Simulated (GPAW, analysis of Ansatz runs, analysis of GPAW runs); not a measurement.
**Substitutional N in diamond: charge-transition level, PBE (GPAW)**

Subject: substitutional N in diamond. Wanted: its charge-transition level, in one set-up (PBE, plane waves 500 eV, 64-site cell, PBE lattice, k: the zone centre alone then 2x2x2 shifted, started with the impurity moved along one bond, dielectric constants 5.7 and 5.7 (handbook)). The model is a cell of 64 host atoms with 1 C taken out and 1 N put in. The level is the Fermi energy at which two charge states have equal formation energy, after a correction for the images of the charge. A local or semilocal functional is the cheapest first rung.

Measured beforehand: (+1/0) level below the conduction-band bottom: 1.7 eV (quoted in “Hunting the elusive shallow n-type donor – An ab initio study of Li and N co-doped diamond”, 2021, S. Conejeros et al., quoting earlier work (1969)). The runs below try to reproduce this.

Main program and level: GPAW 26.7.0; GPAW plane-wave PAW DFT, PBE; relaxation of all atoms of a defect supercell.

## Step 1: The structure

The cell holds 64 atoms: 63 C and 1 N. Its edges and angles: a = 7.144 Å, b = 7.144 Å, c = 7.144 Å, α = 90.0°, β = 90.0°, γ = 90.0°. It derives from C (space group Fd-3m). Nearest the centre at fractional (0.375, 0.375, 0.375): N8 at 0.30 Å, C27 at 1.53 Å, C42 at 1.54 Å, C49 at 1.54 Å, C4 at 1.55 Å, C5 at 2.51 Å, C21 at 2.51 Å, C37 at 2.51 Å. The cell carries charge +1.

The host's primitive cell comes from a first run (GPAW plane-wave PAW DFT, PBE; relaxation of cell and atoms of a defect-free cell): vectors of 2.526, 2.526 and 2.526 Å. That is 5.70 Å³ an atom, 0.4 % over the diffraction cell's volume. The supercell is built on it.

## Step 2: Relaxation, charge +1

Every later number rests on the structure around the defect, so the atoms are relaxed at the host's lattice first.

File run.py:

```python
import numpy as np
from ase.io import read, write
from ase.parallel import parprint, world
from gpaw import GPAW, PW
from ase.optimize import BFGS

atoms = read('POSCAR')
calc = GPAW(mode=PW(500),
            xc='PBE',
            kpts={'size': (1, 1, 1), 'gamma': True},
            charge=1,
            occupations={'name': 'fermi-dirac', 'width': 0.01},
            nbands=136,
            convergence={'density': 1e-05, 'forces': 0.001},
            maxiter=150,
            symmetry='off',
            txt='gpaw.txt')
atoms.calc = calc
opt = BFGS(atoms, trajectory='relax.traj', logfile='-')
done = opt.run(fmax=0.02, steps=80)
parprint('Converged:', done)
energy = atoms.get_potential_energy()
forces = atoms.get_forces()
parprint(f'Energy: {energy:.6f} eV, largest force {np.linalg.norm(forces, axis=1).max():.4f} eV/A')
calc.write('gs.gpw')
write('final.xyz', atoms)
for s in range(calc.get_number_of_spins()):
    parprint('Levels (eV), spin', s, calc.get_eigenvalues(kpt=0, spin=s)[-16:].round(3))
```

File POSCAR:

```
C  N  C 
 1.0000000000000000
     7.1439157092080041   -0.0000000000000009   -0.0000000000000000
     0.0000000000000004    7.1439157092080050   -0.0000000000000000
    -0.0000000000000004   -0.0000000000000018    7.1439157092080032
 C   N   C  
   7   1  56
Direct
 -0.0018246399135889 -0.0020020120321699  0.2492926738123327
  0.0025395312223118  0.2506070094140400  0.0010099508073655
  0.2486297067490903  0.0012568824370593  0.0020928977979586
  0.2516845658976144  0.2478365615572857  0.2505651978927760
  0.1255778637175841  0.1275921213740162  0.3758858080919671
  0.1269133479180668  0.3734414591416536  0.1236779836812804
  0.3742881588167426  0.1247372349625032  0.1276947936762498
  0.3981904084446695  0.4013648835659021  0.3977509736912567
 -0.0002513044154860 -0.0014443464118232  0.7476149668340312
  0.0001837041634166  0.2518454157174950  0.4979027708017158
  0.2478446185903289 -0.0015116373813956  0.4990476572736171
  0.2492323718960376  0.2481424376130615  0.7519488163878029
  0.1255144093288006  0.1253473551155756  0.8722700907128325
  0.1247318307586803  0.3777033285362900  0.6256765914604014
  0.3765559190715295  0.1229056725059143  0.6239848225000131
  0.3724491077996495  0.3761317567174058  0.8752230533244079
  0.0014374477522655  0.5002324451460173  0.2476088936827356
 -0.0027418914344825  0.7504075204010420 -0.0003919606824502
  0.2502084733471367  0.5005596320132798 -0.0027351464566088
  0.2520643639884799  0.7500667679938129  0.2481101269111623
  0.1275122115303376  0.6245117537839969  0.3761349382222015
  0.1235243668676556  0.8729192823952261  0.1238463973317708
  0.3729469322403734  0.6258839035789308  0.1233143829762344
  0.3735285923714720  0.8773149051058229  0.3744397762788114
 -0.0012091375676402  0.4982724115472442  0.7481585066867027
  0.0016216955947260  0.7480329842906436  0.4988430089827195
  0.2519376265301956  0.4980320266638807  0.5004586517774198
  0.2479601598547850  0.7518596146960178  0.7495324942495656
  0.1253859020978891  0.6263687946769267  0.8725885362059316
  0.1235432953847162  0.8726618938254950  0.6254989477041801
  0.3731994791227396  0.6269997197980295  0.6242273925935382
  0.3726867893166633  0.8760490794734759  0.8761773552427351
  0.4986041919561975 -0.0014692153294906  0.2480684722758676
  0.4987122147063223  0.2524857088726127  0.0000231972404340
  0.7492833410371039  0.0025581603471142  0.0008831162884626
  0.7489222735524754  0.2494412888349555  0.2474772988388510
  0.6238857895314760  0.1267647837817234  0.3731340551156385
  0.6277270338745994  0.3746989758664283  0.1244429120618979
  0.8751881171732777  0.1239725484110743  0.1224025718816341
  0.8732559842495530  0.3756632274215495  0.3729128449874715
  0.4975629835804612  0.0002151903366618  0.7513609997029078
  0.4976841032328566  0.2511735883357722  0.5010473725516652
  0.7477432997468588 -0.0003710486065056  0.5016147144904053
  0.7506760501559414  0.2495269109806239  0.7473247770465542
  0.6264815480938979  0.1272246525844699  0.8741671662177378
  0.6274468088432001  0.3756978263995994  0.6261678357769411
  0.8741035914672785  0.1271872101147245  0.6234999198474874
  0.8731801991843505  0.3766597636808016  0.8736691406292768
  0.5010124432111094  0.4991793027863049  0.2524777194344088
  0.5011849941011702  0.7474648310627227  0.0000798951299662
  0.7474411388394954  0.4991899547903818  0.0007960723132466
  0.7516557625668471  0.7484201093648747  0.2516124744742601
  0.6222896163294847  0.6255120419546946  0.3754788638696022
  0.6267786773582537  0.8754407525363929  0.1228834649114506
  0.8750671014227539  0.6277109310481825  0.1243042799074939
  0.8745214592553546  0.8776443559813789  0.3742151072795316
  0.5001929017144984  0.5027098619503354  0.7493238967740493
  0.5026717933818230  0.7501371563083653  0.5008248562106519
  0.7505106167684512  0.5017903199529982  0.4979091384809214
  0.7477379638146999  0.7504744018754914  0.7515798138344648
  0.6277280608557640  0.6253913843176685  0.8754921159123399
  0.6234035168300841  0.8727044282605391  0.6251388150933650
  0.8738421030394644  0.6271259457531692  0.6264061669180927
  0.8758400234792904  0.8723394195406542  0.8747690249525308
```

Command:

```console
> OMP_NUM_THREADS=1 mpirun -n 4 gpaw python run.py > stdout
```

Log:

```text
__  _  _
 | _ |_)|_||  |
 |__||  | ||/\| - 26.7.0

Input parameters:
  mode=PW(ecut=500.0),
  charge=1,
  convergence={'density': 1e-05, 'forces': 0.001},
  kpts=MonkhorstPack(size=(1, 1, 1), gamma=True),
  maxiter=150,
  nbands=136,
  occupations=Occupations(name='fermi-dirac', width=0.01),
  symmetry=Symmetry(point_group=False, time_reversal=False),
  xc=XC(name='PBE')

Diagonalizing LCAO Hamiltonian
Converting LCAO to pw mode

                 C        C
            C  C     C C
         C   C C  C   C C
          C C   C  C C   C
          CC    CC CC     C
       C    C C      CCC
        C      CNC     CC
         CCC C    C C C
          C C   C  C C   C
       C   C  C C   C C
        C     C  C     C
           C        C

Atoms  # Å, Bohr magnetons
|    | symbol |         x |         y |         z |    initial magnetic moments |
|----|--------|-----------|-----------|-----------|-----------------------------|
|  0 |      C | -0.013035 | -0.014302 |  1.780926 | ( 0.0000,  0.0000,  0.0000) |
|  1 |      C |  0.018142 |  1.790315 |  0.007215 | ( 0.0000,  0.0000,  0.0000) |
|  2 |      C |  1.776190 |  0.008979 |  0.014951 | ( 0.0000,  0.0000,  0.0000) |
|  3 |      C |  1.798013 |  1.770524 |  1.790017 | ( 0.0000,  0.0000,  0.0000) |
|  4 |      C |  0.897118 |  0.911507 |  2.685297 | ( 0.0000,  0.0000,  0.0000) |
|  5 |      C |  0.906658 |  2.667834 |  0.883545 | ( 0.0000,  0.0000,  0.0000) |
|  6 |      C |  2.673883 |  0.891112 |  0.912241 | ( 0.0000,  0.0000,  0.0000) |
|  7 |      N |  2.844639 |  2.867317 |  2.841499 | ( 0.0000,  0.0000,  0.0000) |
|  8 |      C | -0.001795 | -0.010318 |  5.340898 | ( 0.0000,  0.0000,  0.0000) |
|  9 |      C |  0.001312 |  1.799162 |  3.556975 | ( 0.0000,  0.0000,  0.0000) |
| 10 |      C |  1.770581 | -0.010799 |  3.565154 | ( 0.0000,  0.0000,  0.0000) |
| 11 |      C |  1.780495 |  1.772709 |  5.371859 | ( 0.0000,  0.0000,  0.0000) |
| 12 |      C |  0.896664 |  0.895471 |  6.231424 | ( 0.0000,  0.0000,  0.0000) |
| 13 |      C |  0.891074 |  2.698281 |  4.469781 | ( 0.0000,  0.0000,  0.0000) |
| 14 |      C |  2.690084 |  0.878028 |  4.457695 | ( 0.0000,  0.0000,  0.0000) |
| 15 |      C |  2.660745 |  2.687054 |  6.252520 | ( 0.0000,  0.0000,  0.0000) |
| 16 |      C |  0.010269 |  3.573618 |  1.768897 | ( 0.0000,  0.0000,  0.0000) |
[...]
Unit cell  # Å
| periodic |         x |         y |         z |  lengths |    angles |
|----------|-----------|-----------|-----------|----------|-----------|
|      yes |  7.143916 | -0.000000 | -0.000000 | 7.143916 | 90.000000 |
|      yes |  0.000000 |  7.143916 | -0.000000 | 7.143916 | 90.000000 |
|      yes | -0.000000 | -0.000000 |  7.143916 | 7.143916 | 90.000000 |

Number of symmetries: 1
Symmetry operations  # r_c * U_cc + t_c -> r_c
|   | kind |            matrix            |
|---|------|------------------------------|
| 0 |  E   |  1, 0, 0,  0, 1, 0,  0, 0, 1 |

BZ-sampling:
  Number of BZ points: 1
  Number of IBZ points: 1

  Monkhorst-Pack size: [1, 1, 1]
  Monkhorst-Pack shift: [0, 0, 0]

K-points  # in reciprocal-cell coordinates
|   |                                coordinates |     weight |
|---|--------------------------------------------|------------|
| 0 | (  0.00000000,   0.00000000,   0.00000000) | 1.00000000 |

Plane wave coefficients: 4586
Cutoff: 500.0 eV

Spin-components: 1 (collinear spins)
Bands:           136
Projectors:      320
Spin-degeneracy: 2
Datatype:        float64

Density:
  Valence electrons: 257.0
  Components: 1
  Grid points: [40 40 40]
  Charge: 1.0  # |e|

Potential:
  Grid points: [40 40 40]

species:
  C:
    name:    Carbon
    Z:       6.0
    valence: 4
    core:    2
    charge:  0.0  # [|e|]
    compensation charges:
      type: gauss
      rc: 0.20  # [Å]
      lmax: 2
    cutoffs:
      filter: 1.14  # [Å]
      core: 1.14  # [Å]
    projectors
    | kind |    occ | energy [eV] | rcut [Å] |
    |------|--------|-------------|----------|
    |   2s |  2.000 |     -13.751 |    0.635 |
    |   2p |  2.000 |      -5.284 |    0.635 |
    |    s |        |      13.461 |    0.635 |
    |    p |        |      21.927 |    0.635 |
    |    d |        |       0.000 |    0.635 |

    Using partial waves for C as LCAO basis

  N:
    name:    Nitrogen
    Z:       7.0
    valence: 5
    core:    2
    charge:  0.0  # [|e|]
    compensation charges:
      type: gauss
      rc: 0.18  # [Å]
      lmax: 2
    cutoffs:
      filter: 1.11  # [Å]
      core: 0.96  # [Å]
    projectors
    | kind |    occ | energy [eV] | rcut [Å] |
    |------|--------|-------------|----------|
    |   2s |  2.000 |     -18.583 |    0.603 |
    |   2p |  3.000 |      -7.089 |    0.529 |
    |    s |        |       8.629 |    0.603 |
    |    p |        |      20.123 |    0.529 |
    |    d |        |       0.000 |    0.577 |

    Using partial waves for N as LCAO basis

Reference energy: -66222.292779  # eV

eigensolver:
  PPCG
  Converge bands: occupied
  niter=2

density mixing:
  MSR1-Mixer
  Pratt-step length: 0.05
  Maximum mixing coefficient: 0.75
  Old densities: 10
  SVD Regularization: 0.005
  Good broyden scale: 1.0
  Trust region scale: 1.0
  Backstep threshold: 4.0
  History deletion threshold: 6.0
  Fourier metric: weight=20.0, sigma=0.015

occupation numbers:
  Fermi-Dirac:
    width: 0.0100  # eV

poisson solver:
  ecut: 4000.0  # eV
  uniform background charge: 1.0  # electrons

xc functional:
  name: PBE with 2 nearest neighbor stencil

Initialization done in: 3.843 s

convergence criteria:
- Maximum integral of absolute [dens]ity change: 1e-05 electrons / valence electron
- Maximum change in the atomic [forces] across last 2 cycles: 0.001 eV/Ang OR
Maximum error relative to the maximum force is below inf
- Maximum [total energy] change in last 3 cyles: 0.0005 eV / valence electron
- Maximum integral of absolute [eigenst]ate change: 4e-08 eV^2 / valence electron
maximum number of iterations: 150

SCF iterations
|iter     | |      energy | eigst |  dens |force |
|---------|-|-------------|-------|-------|------|
|iter:   1| | -600.931792 | +0.11 |       |      |
|iter:   2| | -598.493246 | -2.04 | -0.79 |      |
|iter:   3| | -583.857831 | -1.23 | -0.82 |      |
|iter:   4| | -583.677748 | -1.92 | -1.49 |      |
|iter:   5| | -583.587888 | -2.51 | -2.18 |      |
|iter:   6| | -583.586572c| -3.72 | -2.44 |      |
|iter:   7| | -583.586854c| -4.59 | -2.94 |      |
|iter:   8| | -583.586802c| -5.25 | -3.50 |      |
|iter:   9| | -583.586802c| -6.37 | -3.99 |      |
|iter:  10| | -583.586803c| -7.51c| -4.47 |      |
[...]
Fermi level: 13.033
Eigenvalues  # (at kpt = [0.000, 0.000, 0.000])
| band index |      eig [eV] | occ [0-2] |
|------------|---------------|-----------|
[...]
|        ... |               |           |
[...]
Gap: 3.457 eV
Transition (v -> c):
  (s=0, k=0, n=127, [0.00, 0.00, 0.00]) -> (s=0, k=0, n=128, [0.00, 0.00, 0.00])
No difference between direct/indirect transitions

Forces  # eV/Ang
|        x |        y |        z |
|----------|----------|----------|
[...]
C        C
            C  C     C C
         C   C C  C   C C
          C C   C C  C   C
       C  CC    CC CC     C
            CCC      CCC
        C      N C     CC
         CCC C    C C C
          C C   C  C C   C
       C   C C  C   C C
        C     C  C     C
           C        C

Atoms  # Å, Bohr magnetons
|    | symbol |         x |        y |         z |    initial magnetic moments |
|----|--------|-----------|----------|-----------|-----------------------------|
[...]
|  7 |      N |  2.679998 | 2.683272 |  2.678834 | ( 0.0000,  0.0000,  0.0000) |
[...]
Unit cell  # Å
| periodic |         x |         y |         z |  lengths |    angles |
|----------|-----------|-----------|-----------|----------|-----------|
|      yes |  7.143916 | -0.000000 | -0.000000 | 7.143916 | 90.000000 |
|      yes |  0.000000 |  7.143916 | -0.000000 | 7.143916 | 90.000000 |
|      yes | -0.000000 | -0.000000 |  7.143916 | 7.143916 | 90.000000 |

Initialization done in: 0.488 s

convergence criteria:
- Maximum integral of absolute [dens]ity change: 1e-05 electrons / valence electron
- Maximum change in the atomic [forces] across last 2 cycles: 0.001 eV/Ang OR
Maximum error relative to the maximum force is below inf
- Maximum [total energy] change in last 3 cyles: 0.0005 eV / valence electron
- Maximum integral of absolute [eigenst]ate change: 4e-08 eV^2 / valence electron
maximum number of iterations: 150

SCF iterations
|iter     | |      energy | eigst |  dens |force |
|---------|-|-------------|-------|-------|------|
|iter:   1| | -585.619960c| -5.05 |       |      |
|iter:   2| | -585.619930c| -6.79 | -3.75 |      |
|iter:   3| | -585.619848c| -5.80 | -3.80 |      |
|iter:   4| | -585.619844c| -7.09 | -4.17 |      |
|iter:   5| | -585.619843c| -7.76c| -4.45 |      |
|iter:   6| | -585.619843c| -7.98c| -4.86 |      |
|iter:   7| | -585.619843c| -8.42c| -5.30c|-1.53 |
|iter:   8| | -585.619843c| -9.01c| -5.89c|-3.68c|

Converged in 8 steps
SCF loop duration: 5.774 s (0.722 s/step)
Energy contributions relative to reference atoms: (reference = -66222.292779)

Energy contributions:
  Kinetic:         475.360434
  Coulomb:        -466.466165
  Zero:              0.653807
  External:          0.000000
  Xc:             -595.167919
  Entropy:          -0.000000
  Spinorbit:         0.000000
  ----------------------------
  Free energy:    -585.619843
  Extrapolated:   -585.619843

dipole moment: (-24.696133, -108.624183, 3.308892)  # |e|*Ang

Fermi level: 13.033
Eigenvalues  # (at kpt = [0.000, 0.000, 0.000])
| band index |      eig [eV] | occ [0-2] |
|------------|---------------|-----------|
[...]
|        ... |               |           |
[...]
Gap: 3.454 eV
Transition (v -> c):
  (s=0, k=0, n=127, [0.00, 0.00, 0.00]) -> (s=0, k=0, n=128, [0.00, 0.00, 0.00])
No difference between direct/indirect transitions

Forces  # eV/Ang
|        x |        y |        z |
|----------|----------|----------|
[...]
C        C
            C  C     C C
         C   C C  C   C C
          C C   C C  C   C
       C  CC    CC CC     C
            CCC      CCC
        C      N C     CC
         CCC C    C C C
          C C   C  C C   C
       C   C C  C   C C
        C     C  C     C
           C        C

Atoms  # Å, Bohr magnetons
|    | symbol |         x |        y |         z |    initial magnetic moments |
|----|--------|-----------|----------|-----------|-----------------------------|
[...]
|  7 |      N |  2.679916 | 2.683195 |  2.678871 | ( 0.0000,  0.0000,  0.0000) |
[...]
| 56 |      C |  3.572822 | 3.576214 |  5.359713 | ( 0.0000,  0.0000,  0.0000) |
| 57 |      C |  3.572738 | 5.364122 |  3.571806 | ( 0.0000,  0.0000,  0.0000) |
| 58 |      C |  5.360839 | 3.576220 |  3.571821 | ( 0.0000,  0.0000,  0.0000) |
| 59 |      C |  5.359326 | 5.362777 |  5.358335 | ( 0.0000,  0.0000,  0.0000) |
| 60 |      C |  4.466439 | 4.469895 |  6.250972 | ( 0.0000,  0.0000,  0.0000) |
| 61 |      C |  4.466440 | 6.255445 |  4.465517 | ( 0.0000,  0.0000,  0.0000) |
| 62 |      C |  6.252046 | 4.469931 |  4.465499 | ( 0.0000,  0.0000,  0.0000) |
| 63 |      C |  6.251590 | 6.255065 |  6.250610 | ( 0.0000,  0.0000,  0.0000) |

Unit cell  # Å
| periodic |         x |         y |         z |  lengths |    angles |
|----------|-----------|-----------|-----------|----------|-----------|
|      yes |  7.143916 | -0.000000 | -0.000000 | 7.143916 | 90.000000 |
|      yes |  0.000000 |  7.143916 | -0.000000 | 7.143916 | 90.000000 |
|      yes | -0.000000 | -0.000000 |  7.143916 | 7.143916 | 90.000000 |

Initialization done in: 0.480 s

convergence criteria:
- Maximum integral of absolute [dens]ity change: 1e-05 electrons / valence electron
- Maximum change in the atomic [forces] across last 2 cycles: 0.001 eV/Ang OR
Maximum error relative to the maximum force is below inf
- Maximum [total energy] change in last 3 cyles: 0.0005 eV / valence electron
- Maximum integral of absolute [eigenst]ate change: 4e-08 eV^2 / valence electron
maximum number of iterations: 150

SCF iterations
|iter     | |      energy | eigst |  dens |force |
|---------|-|-------------|-------|-------|------|
|iter:   1| | -585.619961c| -5.63 |       |      |
|iter:   2| | -585.619952c| -7.36 | -3.99 |      |
|iter:   3| | -585.619926c| -6.30 | -4.04 |      |
|iter:   4| | -585.619924c| -7.58c| -4.42 |      |
|iter:   5| | -585.619924c| -7.71c| -4.71 |      |
|iter:   6| | -585.619924c| -8.21c| -5.15c|-1.81 |
|iter:   7| | -585.619924c| -8.82c| -5.55c|-3.71c|

Converged in 7 steps
SCF loop duration: 5.014 s (0.716 s/step)
Energy contributions relative to reference atoms: (reference = -66222.292779)

Energy contributions:
  Kinetic:         475.369772
  Coulomb:        -466.474861
  Zero:              0.653825
  External:          0.000000
  Xc:             -595.168660
  Entropy:          -0.000000
  Spinorbit:         0.000000
  ----------------------------
  Free energy:    -585.619924
  Extrapolated:   -585.619924

dipole moment: (-52.959722, -108.641054, 3.297745)  # |e|*Ang

Fermi level: 13.033
Eigenvalues  # (at kpt = [0.000, 0.000, 0.000])
| band index |      eig [eV] | occ [0-2] |
|------------|---------------|-----------|
[...]
|        ... |               |           |
[...]
|        128 |        15.446 |     0.000 |
|        129 |        16.207 |     0.000 |
|        130 |        16.207 |     0.000 |
|        131 |        16.208 |     0.000 |
|        132 |        16.491 |     0.000 |
|        133 |        16.491 |     0.000 |
|        134 |        16.647 |     0.000 |
|        135 |        16.795 |     0.000 |

Gap: 3.453 eV
Transition (v -> c):
  (s=0, k=0, n=127, [0.00, 0.00, 0.00]) -> (s=0, k=0, n=128, [0.00, 0.00, 0.00])
No difference between direct/indirect transitions

Forces  # eV/Ang
|        x |        y |        z |
|----------|----------|----------|
[...]
|  0.00231 |  0.00219 |  0.00417 |  # C   56
|  0.00539 |  0.00435 |  0.00315 |  # C   57
|  0.00322 |  0.00201 |  0.00080 |  # C   58
| -0.00064 | -0.00045 | -0.00025 |  # C   59
|  0.00265 |  0.00068 |  0.00065 |  # C   60
|  0.00021 | -0.00145 | -0.00142 |  # C   61
| -0.00102 | -0.00070 |  0.00042 |  # C   62
|  0.00424 |  0.00017 |  0.00274 |  # C   63

# Writing to gs.gpw (mode='')
```

The job ended after 80 s (4 MPI ranks of Arm Neoverse V2, shared host; peak memory 1.3 GiB).

(Continued in part 2 of 4.)

[Logs are printed without paths, hosts, clocks, repeated set-up lines and the standing remarks that a program may print on its own settings, such as how far it seeks lower states.]

[Hosts, paths, dates, database ids (printed as entryN), source tags and the programs' standing remarks are cut or masked in the printed files.]

[For some hosts the program warned that the k-mesh of the response run may be too coarse for force constants and the static dielectric constant; such warnings are not shown here.]
